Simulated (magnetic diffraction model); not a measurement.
# Solving a magnetic structure from powder neutron data: Li₂FeAs₄O₁₂

Space group P2_1/c (no. 14), a = 7.6290 Å, b = 9.6900 Å, c = 8.8300 Å, β = 123.19°.

| site | atom | x | y | z |
| --- | --- | --- | --- | --- |
| 4e | As | 0.7845 | 0.7905 | 0.6208 |
| 4e | As | 0.5423 | 0.9097 | 0.2333 |
| 2a | Fe | 0 | 1/2 | 1/2 |
| 4e | O | 0.3644 | 0.2671 | 0.3159 |
| 4e | O | 0.3896 | 0.3700 | 0.0711 |
| 4e | O | 0.3026 | 0.6089 | 0.6112 |
| 4e | O | 0.8906 | 0.8327 | 0.0863 |
| 4e | O | 0.3541 | 0.5472 | 0.2674 |
| 4e | O | 0.9220 | 0.8968 | 0.7614 |
| 4e | Li | 0.2188 | 0.6675 | 0.3499 |

The compound is invented for this exercise: a known structure type with other elements, its cell scaled to their sizes and not relaxed.

Only Fe is taken to order (form factors of Fe2+); orders and moment sizes are assumed, and not adapted to the symmetry. Radiation: neutrons of λ = 2.0775 Å, 2° to 35°; isotropic B of 0.24 Å² (As), 0.27 Å² (Fe), 0.34 Å² (O) and 0.53 Å² (Li). Simulated constant-wavelength pattern: nuclear and magnetic terms add, the magnetic one as |2.695 fm × Σ f S⊥ exp(2πi Q·r) exp(−B s²)|², summed over all Q at one angle with the factor 1/(sin²θ cos θ). For a modulated order the moment at position r is S exp(−2πi k·r) + c.c., with S = m/2 for a sine wave of amplitude m and S = m(u + iv)/2 for moments turning in a plane, u and v being orthogonal unit vectors in it; the phase factor of the sum at Q = H + k is then exp(2πi H·r). Free-ion form factors, Sears's scattering lengths of 1992, no absorption; a label names one of the reflections at its angle. The strongest nuclear line in the range is 100, and lines under 0.2 are left out.

Above the ordering temperature:

| 2θ (°) | index | I |
| --- | --- | --- |
| 18.73 | (1 0 0) | 6.2 |
| 20.36 | (0 1 1) | 24.1 |
| 20.83 | (1 1 -1) | 14.3 |
| 22.47 | (1 1 0) | 100.0 |
| 24.76 | (0 2 0) | 0.3 |
| 27.23 | (1 0 -2) | 7.3 |
| 29.71 | (0 2 1) | 8.7 |
| 29.99 | (1 1 -2) | 0.2 |
| 30.04 | (1 2 -1) | 61.1 |
| 32.66 | (0 0 2) | 7.5 |
| 33.44 | (1 1 1) | 13.9 |
| 33.85 | (2 0 -2) | 10.4 |
| 34.32 | (2 1 -1) | 43.5 |

Below it (cell unchanged):

```tsv
2θ (°)	I
17.14	1.2
18.73	6.2
19.72	2.6
20.12	2.4
20.32	0.9
20.36	24.1
20.83	14.3
21.11	2.1
21.63	2.0
22.47	100.0
24.76	0.3
24.81	2.2
27.22	0.4
27.23	7.3
27.34	0.4
29.71	8.7
29.99	0.2
30.04	61.1
30.27	1.1
31.79	0.3
32.09	0.7
32.24	0.9
32.66	7.5
32.92	0.3
32.96	0.6
33.44	13.9
33.58	0.3
33.85	10.4
34.32	43.5
34.81	0.5
34.84	0.2
```

**Question.** Find the propagation vector, then choose among these models:
A. moments turning in the plane of [100] and [001], 3.01 μB on Fe; signs + at (0, 1/2, 1/2), + at (0, 0, 0)
B. a sine wave with moments along [010] (amplitudes given), 3.01 μB on Fe; signs + at (0, 1/2, 1/2), + at (0, 0, 0)
C. moments turning in the plane of [100] and [010], 3.01 μB on Fe; signs + at (0, 1/2, 1/2), + at (0, 0, 0)
D. moments turning in the plane of [010] and [001], 3.01 μB on Fe; signs + at (0, 1/2, 1/2), + at (0, 0, 0)

The new lines index as (0.916 0 0) at 17.14°, (0.084 1 -1) at 19.72°, (0.916 1 -1) at 20.12° and (1.084 0 0) at 20.32°, that is as H ± k with k = (0.084 0 0). Satellites come in pairs about each point of the reciprocal lattice. Below the range, at 1.57°, lies the magnetic line (0.084 0 0) with 164.

Magnetic intensity, observed (below minus above) and for each model:

| 2θ (°) | index | observed | A | B | C | D |
| --- | --- | --- | --- | --- | --- | --- |
| 17.14 | (0.916 0 0) | 1.2 | 1.2 | 1.2 | 1.6 | 2.5 |
| 19.72 | (0.084 1 -1) | 2.6 | 2.6 | 1.1 | 3.0 | 2.1 |
| 20.12 | (0.916 1 -1) | 2.4 | 2.4 | 1.1 | 2.0 | 2.1 |
| 20.32 | (1.084 0 0) | 0.9 | 0.9 | 0.9 | 1.1 | 1.7 |
| 21.11 | (0.084 1 1) | 2.1 | 2.1 | 1.0 | 2.6 | 2.0 |
| 21.63 | (1.084 1 -1) | 2.0 | 2.0 | 1.0 | 1.6 | 1.9 |
| 24.81 | (0.084 2 0) | 2.2 | 2.2 | <0.2 | 1.1 | 1.1 |
| 30.27 | (0.916 2 0) | 1.1 | 1.1 | 0.2 | 0.7 | 0.9 |

Model A matches.

The structure used: k = (0.084 0 0), moments turning in the plane of [100] and [001], 3.01 μB on Fe; signs + at (0, 1/2, 1/2), + at (0, 0, 0).

[Logs are printed without paths, hosts, clocks, repeated set-up lines and the standing remarks that a program may print on its own settings, such as how far it seeks lower states.]
